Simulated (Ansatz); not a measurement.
# KZnBrF2: complex band structure

Aim: relax a made-up compound, KZnBrF2, and see how good a tunnel barrier it would be. It is built by putting Br for part of the F in the KZnF3 structure of space group Pm-3m, with the volume rescaled by atomic radii. The parent structure comes from the Materials Project.

Method: PBEsol DFT, plane waves, PAW files, in the first sound run; inputs show where later runs differ, in Ansatz 0.2.0.

This is a report of a sequence of runs, with most program output left out.

The structure was built from a prototype and need not be the compound's stable phase.

### Step 1. The starting structure

The structure is tetragonal, space group P4/mmm (No. 123). Conventional cell: a = 4.295 Å, b = 4.295 Å, c = 4.295 Å, α = 90.00°, β = 90.00°, γ = 90.00°. Nearest to K lie 8 F at 3.04 Å and 4 Br at 3.04 Å. Nearest to Zn lie 4 F at 2.15 Å and 2 Br at 2.15 Å. Nearest to F lie 2 Zn at 2.15 Å and 4 K at 3.04 Å. Nearest to Br lie 2 Zn at 2.15 Å and 4 K at 3.04 Å. It derives from KZnF3. Br for part of the F in the KZnF3 structure of space group Pm-3m. Farther neighbours and most contacts between anions are not listed.

### Step 2. Relaxing the new crystal

The substituted atoms don't fit the parent's cell, so cell and atoms relax together. A small smearing keeps the run stable in case the gap closes on the way.

input.yaml reads:

```yaml
crystal:
  lattice:
    - [4.2947805296, 0.0, 0.0]
    - [0.0, 4.2947805296, 0.0]
    - [0.0, 0.0, 4.2947805296]
  atoms:
    - { symbol: K, position: [0.0, 0.0, 0.0] }
    - { symbol: Zn, position: [0.5, 0.5, 0.5] }
    - { symbol: F, position: [0.0, 0.5, 0.5] }
    - { symbol: Br, position: [0.5, 0.0, 0.5] }
    - { symbol: F, position: [0.5, 0.5, 0.0] }
kpoints:
  mp_grid: { grid: [6, 6, 6] }
scf:
  occupations: { method: gaussian, width: 0.03 }
hamiltonian:
  xc: pbesol
output:
  forces: true
  stress: true
relax:
  f_tol: 0.02
  max_steps: 60
  cell: {}
```

On the command line:

```bash
> ansatz run input.yaml --threads 2 --pin off --max-ram 4096MiB --backend cpu --events-out ev --progress --plain --runs-dir out
```

Wall time 27 s (2 threads of Arm Neoverse V2, shared host); peak memory 0.42 GiB; 52 s of CPU time.

Step by step:

```tsv
step	energy less that of the first step (eV)	largest force component (eV/Å)	pressure (GPa)	volume (Å³)
1	0.0000	0.0000	11.78	79.22
2	-0.5091	0.0000	4.67	84.11
3	-0.7300	0.0000	0.66	87.39
4	-0.7773	0.0000	-0.22	87.87
5	-0.7837	0.0000	0.18	87.20
6	-0.7834	0.0000	0.00	87.41
7*	-0.8741	0.0000	1.34	87.41
8	-0.8914	0.0000	0.48	88.74
9	-0.8919	0.0000	-0.08	89.72
10	-0.8923	0.0000	0.00	89.59
11*	-0.8991	0.0000	0.04	89.59
12	-0.8990	0.0000	0.00	89.67
13*	-0.8993	0.0000	0.00	89.67
```

Relaxation steps marked * repeat the geometry before them on a plane-wave basis chosen anew for their cell, so energy and pressure can jump there.

The run keeps the 16 symmetry operations that it works with, so distortions that break them were not tested.

```tsv
cell as run	before	after	change
a (Å)	4.295	4.221	-1.7 %
b (Å)	4.295	5.032	+17.2 %
c (Å)	4.295	4.221	-1.7 %
volume (Å³/atom)	15.84	17.93	+13.2 %
```

Final coordinates:

```cif
data_structure
_symmetry_space_group_name_H-M 'P 1'
_symmetry_Int_Tables_number 1
_cell_length_a 4.2212
_cell_length_b 5.0324
_cell_length_c 4.2212
_cell_angle_alpha 90.000
_cell_angle_beta 90.000
_cell_angle_gamma 90.000
_cell_volume 89.67
loop_
_atom_site_label
_atom_site_type_symbol
_atom_site_fract_x
_atom_site_fract_y
_atom_site_fract_z
_atom_site_occupancy
K1 K 0.00000 0.00000 0.00000 1
Zn2 Zn 0.50000 0.50000 0.50000 1
F3 F 0.00000 0.50000 0.50000 1
Br4 Br 0.50000 0.00000 0.50000 1
F5 F 0.50000 0.50000 0.00000 1
```

This step gave:

- free energy: -9138.4392 eV
- Fermi energy: 4.720 eV
- pressure: 0.003775 GPa

The largest force component on a free atom ends at 3.7e-30 eV/Å.

### Step 3. The bulk crystal and its band edges

The energy window and the wavevectors of the next steps follow from the band edges, so these are searched first, off the mesh as well.

input.yaml reads:

```yaml
crystal:
  lattice:
    - [4.221236474, 0.0, 0.0]
    - [0.0, 5.0323673418, 0.0]
    - [0.0, 0.0, 4.221236474]
  atoms:
    - { symbol: K, position: [0.0, 0.0, 0.0] }
    - { symbol: Zn, position: [0.5, 0.5, 0.5] }
    - { symbol: F, position: [0.0, 0.5, 0.5] }
    - { symbol: Br, position: [0.5, 0.0, 0.5] }
    - { symbol: F, position: [0.5, 0.5, 0.0] }
kpoints:
  mp_grid: { grid: [6, 6, 6] }
  band_path: { path: [VBM, CBM], npoints: 30 }
scf:
  occupations: { method: fixed }
hamiltonian:
  xc: pbesol
output:
  eigenvalues: true
  write_potential: true
  write_density: true
  volumetric_format: npy
```

It took 6 s on 2 threads; peak memory 0.38 GiB.

Numbers from this step:

```yaml
fermi_energy: 3.505 eV
gap_on_the_k_mesh: 2.430 eV
gap_on_path: 2.430 eV, by band count; negative where bands overlap
direct_gap_on_path: 3.001 eV
edge_places_on_path: 0, 1.224 1/A along the path
```

Electronic bands along the path, in eV, zero at the Fermi level (highest filled level under fixed occupations); v1 is the highest filled band, c1 the lowest empty one:

```tsv
point	v4	v3	v2	v1	c1	c2	c3
VBM	-0.53	-0.53	-0.53	0.00	6.33	6.33	7.71
halfway	-1.50	-1.18	-0.70	-0.69	4.98	7.94	8.14
CBM	-1.46	-0.81	-0.57	-0.57	2.43	6.17	6.65
```

The searched edges give 2.43 eV, as on the mesh.

### Step 4. Complex bands

This step: PBEsol DFT, plane waves, PAW files; complex bands by layer matching along the plane's normal (Ansatz 0.2.0).

The same crystal is laid in a cell whose first two vectors span the (110) plane (indices of the standard conventional cell, whose axes can be ordered otherwise than in the bulk input). At fixed energy and wavevector in the plane the solver finds all kz, real and complex. A few wavevectors are listed, (0, 0), (0, -0.5) and (0.5, 0) in units of the plane's reciprocal vectors; the slowest state needn't be among them.

input.yaml reads:

```yaml
crystal:
  lattice:
    - [5.969729872, 0.0, 0.0]
    - [0.0, 5.032367342, 0.0]
    - [2.984864936, 0.0, 2.984864936]
  atoms:
    - { symbol: K, position: [0.0, 0.0, 0.0] }
    - { symbol: Zn, position: [0.5, 0.5, 0.0] }
    - { symbol: F, position: [0.5, 0.5, 0.5] }
    - { symbol: Br, position: [0.5, 0.0, 0.0] }
    - { symbol: F, position: [0.0, 0.5, 0.5] }
kpoints:
  mp_grid: { grid: [8, 6, 8] }
scf:
  occupations: { method: fixed }
hamiltonian:
  xc: pbesol
output:
  eigenvalues: true
  transmission:
    leads: [[0, 0]]
    kpoints: [[0.0, 0.0], [0.0, -0.5], [0.5, 0.0]]
    e_range: [-1.0, 3.43]
    de: 0.11
```

Elapsed: 48 s, on 2 threads; peak memory 0.67 GiB; 78 s of CPU time.

This step gave:

```
level to which the leads are filled                       : 1.215 eV from the Fermi level
decay constant at the filling level, zone centre          : 0.2963 Å⁻¹
decay constant at the filling level, slowest listed point : 0.2963 Å⁻¹
```

K parallel (0, 0); values up to 1.5 1/Å, a degenerate pair printed once or twice; energies at which all values exceed this have no row. The Im kz of the slowest decaying states by energy, zero at the highest filled level on the SCF mesh:

```tsv
energy (eV)	decay 1 (Å⁻¹)	decay 2 (Å⁻¹)	decay 3 (Å⁻¹)	decay 4 (Å⁻¹)
-1.00	0.129	0.180	0.259	0.310
-0.78	0.170	0.317	0.348	0.398
-0.56	0.0384	0.0812	0.356	0.372
-0.34	0.163	0.218	0.324	0.385
-0.12	0.216	0.301	0.397	0.408
-0.01	0.234	0.331	0.400	0.418
0.10	0.250	0.357	0.402	0.426
0.32	0.274	0.400	0.403	0.441
0.54	0.290	0.402	0.434	0.454
0.76	0.299	0.400	0.463	0.464
0.98	0.302	0.398	0.473	0.488
1.20	0.296	0.397	0.480	0.509
1.42	0.283	0.396	0.485	0.528
1.64	0.261	0.397	0.490	0.543
1.86	0.230	0.398	0.493	0.557
2.08	0.186	0.398	0.496	0.560
2.30	0.116	0.398	0.498	0.555
2.52	0.398	0.499	0.548	0.588
2.74	0.396	0.499	0.539	0.596
2.96	0.394	0.498	0.529	0.602
3.18	0.391	0.497	0.517	0.607
3.40	0.387	0.495	0.504	0.610
```

K parallel (0, -0.5); values up to 1.5 1/Å, a degenerate pair printed once or twice; energies at which all values exceed this have no row. The Im kz of the slowest decaying states by energy, zero at the highest filled level on the SCF mesh:

```tsv
energy (eV)	decay 1 (Å⁻¹)	decay 2 (Å⁻¹)	decay 3 (Å⁻¹)	decay 4 (Å⁻¹)
-1.00	0.0984	0.532	0.589	0.600
-0.78	0.376	0.494	0.640	0.643
-0.67	0.356	0.454	0.660	0.664
-0.45	0.127	0.141	0.172	0.534
-0.34	0.188	0.210	0.211	0.614
-0.12	0.264	0.266	0.289	0.687
-0.01	0.283	0.294	0.315	0.718
0.10	0.183	0.299	0.319	0.336
0.21	0.261	0.313	0.340	0.355
0.43	0.336	0.361	0.377	0.383
0.54	0.345	0.393	0.395	0.397
0.76	0.361	0.415	0.420	0.454
0.98	0.374	0.430	0.442	0.496
1.09	0.379	0.437	0.452	0.513
1.31	0.388	0.448	0.470	0.540
1.42	0.392	0.453	0.477	0.550
1.64	0.399	0.460	0.491	0.567
1.86	0.403	0.467	0.501	0.578
1.97	0.405	0.469	0.506	0.582
2.19	0.408	0.474	0.513	0.587
2.30	0.409	0.475	0.516	0.589
2.52	0.410	0.478	0.521	0.589
2.74	0.411	0.479	0.523	0.587
2.85	0.410	0.479	0.524	0.585
3.07	0.409	0.479	0.523	0.579
3.18	0.408	0.479	0.523	0.576
3.40	0.405	0.478	0.519	0.567
```

K parallel (0.5, 0); values up to 1.5 1/Å, a degenerate pair printed once or twice; energies at which all values exceed this have no row. Im kz of the slowest decaying states against energy, zero at the highest filled level on the SCF mesh:

```tsv
energy (eV)	decay 1 (Å⁻¹)	decay 2 (Å⁻¹)	decay 3 (Å⁻¹)	decay 4 (Å⁻¹)
-1.00	0.121	0.225	0.442	0.544
-0.78	0.159	0.299	0.561	0.805
-0.67	0.243	0.324	0.601	0.840
-0.45	0.317	0.362	0.657	0.863
-0.34	0.340	0.377	0.677	0.873
-0.12	0.374	0.401	0.708	0.893
-0.01	0.388	0.412	0.719	0.902
0.10	0.399	0.421	0.729	0.910
0.21	0.409	0.429	0.738	0.918
0.43	0.426	0.443	0.751	0.933
0.54	0.433	0.449	0.756	0.940
0.76	0.445	0.459	0.764	0.952
0.98	0.454	0.466	0.769	0.963
1.09	0.458	0.469	0.771	0.969
1.31	0.464	0.473	0.772	0.978
1.42	0.466	0.475	0.773	0.982
1.64	0.468	0.477	0.772	0.990
1.86	0.467	0.480	0.770	0.997
1.97	0.465	0.481	0.768	1.00
2.19	0.460	0.483	0.764	0.969
2.30	0.456	0.483	0.762	0.955
2.52	0.445	0.484	0.756	0.932
2.74	0.432	0.484	0.749	0.912
2.85	0.424	0.484	0.745	0.903
3.07	0.404	0.483	0.737	0.885
3.18	0.392	0.482	0.732	0.876
3.40	0.364	0.480	0.722	0.860
```

At the listed wavevectors the last open channel is at -0.01 eV and the next at +2.52 eV on the grid. At +1.20 eV, the grid energy nearest the filling level (the middle of the gap on the SCF mesh), the slowest state at the listed wavevectors decays with κ = 0.296 Å⁻¹, its amplitude falling by e over 3.4 Å. Through 1 nm of this crystal that state's transmission falls by exp(−2 × 0.296 Å⁻¹ × 10 Å) = 0.0027.

### Step 5. Decay over the two-dimensional zone

The listed points could miss the slowest state, so one energy near mid-gap is solved on a mesh of 10×10.

Edit input.yaml of step 4 so:

```diff
@@ -19,6 +19,2 @@
   eigenvalues: true
-  transmission:
-    leads: [[0, 0]]
-    kpoints: [[0.0, 0.0], [0.0, -0.5], [0.5, 0.0]]
-    e_range: [-1.0, 3.43]
-    de: 0.11
+  transmission: { leads: [[0, 0]], kmesh: [10, 10], e_range: [1.21, 1.22], de: 0.05 }
```

Elapsed: 45 s, on 2 threads; peak memory 0.71 GiB; 83 s of CPU time.

This step gave:

- least decay constant on the mesh: 0.2959 Å⁻¹

Slowest decay constant (1/Å; 0 where a channel is open) over k1 and k2. At 1.2100 eV from the Fermi level.

Ten even steps from '0' (0.296) to '9' (0.461):
```
8766555667
8776555677
9876545678
9864323468
9863000368
9864323468
9876545678
8776555677
8766555667
8766555667
```
Columns: k1 (b1) from -0.5 to 0.4; rows upwards: k2 (b2) from -0.5 to 0.4.

The least value on the mesh is 0.296 Å⁻¹ at +1.21 eV. At that energy the listed points give about 0.296 Å⁻¹ by interpolation, so the mesh holds no clearly slower state.

### Step 6. Band edges at another level, cutoff 500 eV

This step: r2SCAN DFT, plane waves, PAW files (Ansatz 0.2.0).

The edges again with r2SCAN, at the same atoms. Against that run the cutoff is 500 eV against 420.

input.yaml reads:

```yaml
crystal:
  lattice:
    - [4.221236474, 0.0, 0.0]
    - [0.0, 5.0323673418, 0.0]
    - [0.0, 0.0, 4.221236474]
  atoms:
    - { symbol: K, position: [0.0, 0.0, 0.0] }
    - { symbol: Zn, position: [0.5, 0.5, 0.5] }
    - { symbol: F, position: [0.0, 0.5, 0.5] }
    - { symbol: Br, position: [0.5, 0.0, 0.5] }
    - { symbol: F, position: [0.5, 0.5, 0.0] }
kpoints:
  mp_grid: { grid: [6, 6, 6] }
  band_path: { path: [VBM, CBM], npoints: 30 }
scf:
  occupations: { method: fixed }
hamiltonian:
  xc: r2scan
output:
  eigenvalues: true
```

The job ended after 13 s (2 threads; peak memory 0.54 GiB; 25 s of CPU time).

This step gave:

| Item | Value |
| --- | --- |
| free energy | -9285.6187 eV |
| Fermi energy | 3.181 eV |
| gap on the k-mesh | 3.284 eV |
| gap on path | 3.284 eV, by band count; negative where bands overlap |
| direct gap on path | 3.862 eV |

Electronic bands along the path, in eV, zero at the Fermi level (highest filled level under fixed occupations); v1 is the highest filled band, c1 the lowest empty one:

```tsv
point	v4	v3	v2	v1	c1	c2	c3
VBM	-0.57	-0.57	-0.57	0.00	7.11	7.11	8.64
halfway	-1.50	-1.29	-0.73	-0.72	5.80	8.70	8.97
CBM	-1.59	-0.89	-0.58	-0.58	3.28	6.87	7.56
```

The searched edges give 3.28 eV, as on the mesh.

For the gap on path, step 3 gave 2.43 eV; this run, with r2SCAN and cutoff 500 eV, gives 3.28 eV.

### Step 7. Complex bands at another level, cutoff 500 eV

This step: r2SCAN DFT, plane waves, PAW files; complex bands by layer matching along the plane's normal (Ansatz 0.2.0).

The complex bands at that level, over its own gap, at (0, 0) and (0, -0.5).

input.yaml reads:

```yaml
crystal:
  lattice:
    - [5.969729872, 0.0, 0.0]
    - [0.0, 5.032367342, 0.0]
    - [2.984864936, 0.0, 2.984864936]
  atoms:
    - { symbol: K, position: [0.0, 0.0, 0.0] }
    - { symbol: Zn, position: [0.5, 0.5, 0.0] }
    - { symbol: F, position: [0.5, 0.5, 0.5] }
    - { symbol: Br, position: [0.5, 0.0, 0.0] }
    - { symbol: F, position: [0.0, 0.5, 0.5] }
kpoints:
  mp_grid: { grid: [8, 6, 8] }
scf:
  occupations: { method: fixed }
hamiltonian:
  xc: r2scan
output:
  eigenvalues: true
  transmission:
    leads: [[0, 0]]
    kpoints: [[0.0, 0.0], [0.0, -0.5]]
    e_range: [-1.0, 4.28]
    de: 0.13
```

Wall time 46 s (2 threads); peak memory 1.1 GiB; 90 s of CPU time.

Numbers from this step:

| Quantity | Value |
| --- | --- |
| free energy | -9285.6188 eV |
| level to which the leads are filled | 1.642 eV from the Fermi level |
| decay constant at the filling level, zone centre | 0.3506 Å⁻¹ |
| decay constant at the filling level, slowest listed point | 0.3506 Å⁻¹ |

K parallel (0, 0); values up to 1.5 1/Å, a degenerate pair printed once or twice; energies at which all values exceed this have no row. Im kz of the slowest decaying states against energy, zero at the highest filled level on the SCF mesh:

```tsv
energy (eV)	decay 1 (Å⁻¹)	decay 2 (Å⁻¹)	decay 3 (Å⁻¹)	decay 4 (Å⁻¹)
-1.00	0.189	0.257	0.345	0.359
-0.61	0.352	0.410	0.479	0.574
-0.22	0.206	0.285	0.392	0.404
0.04	0.256	0.358	0.428	0.446
0.17	0.275	0.386	0.439	0.449
0.43	0.304	0.432	0.452	0.456
0.82	0.333	0.449	0.476	0.485
1.21	0.349	0.442	0.491	0.525
1.60	0.351	0.433	0.502	0.557
1.99	0.334	0.427	0.509	0.582
2.38	0.296	0.425	0.514	0.586
2.77	0.234	0.423	0.516	0.575
3.03	0.169	0.421	0.517	0.566
3.42	0.417	0.516	0.548	0.635
3.81	0.411	0.512	0.526	0.641
4.20	0.403	0.500	0.507	0.645
```

(Part 1 of 2 ends here.)

[Logs are printed without paths, hosts, clocks, repeated set-up lines and the standing remarks that a program may print on its own settings, such as how far it seeks lower states.]

[Hosts, paths, dates, database ids (printed as entryN), source tags and the programs' standing remarks are cut or masked in the printed files.]
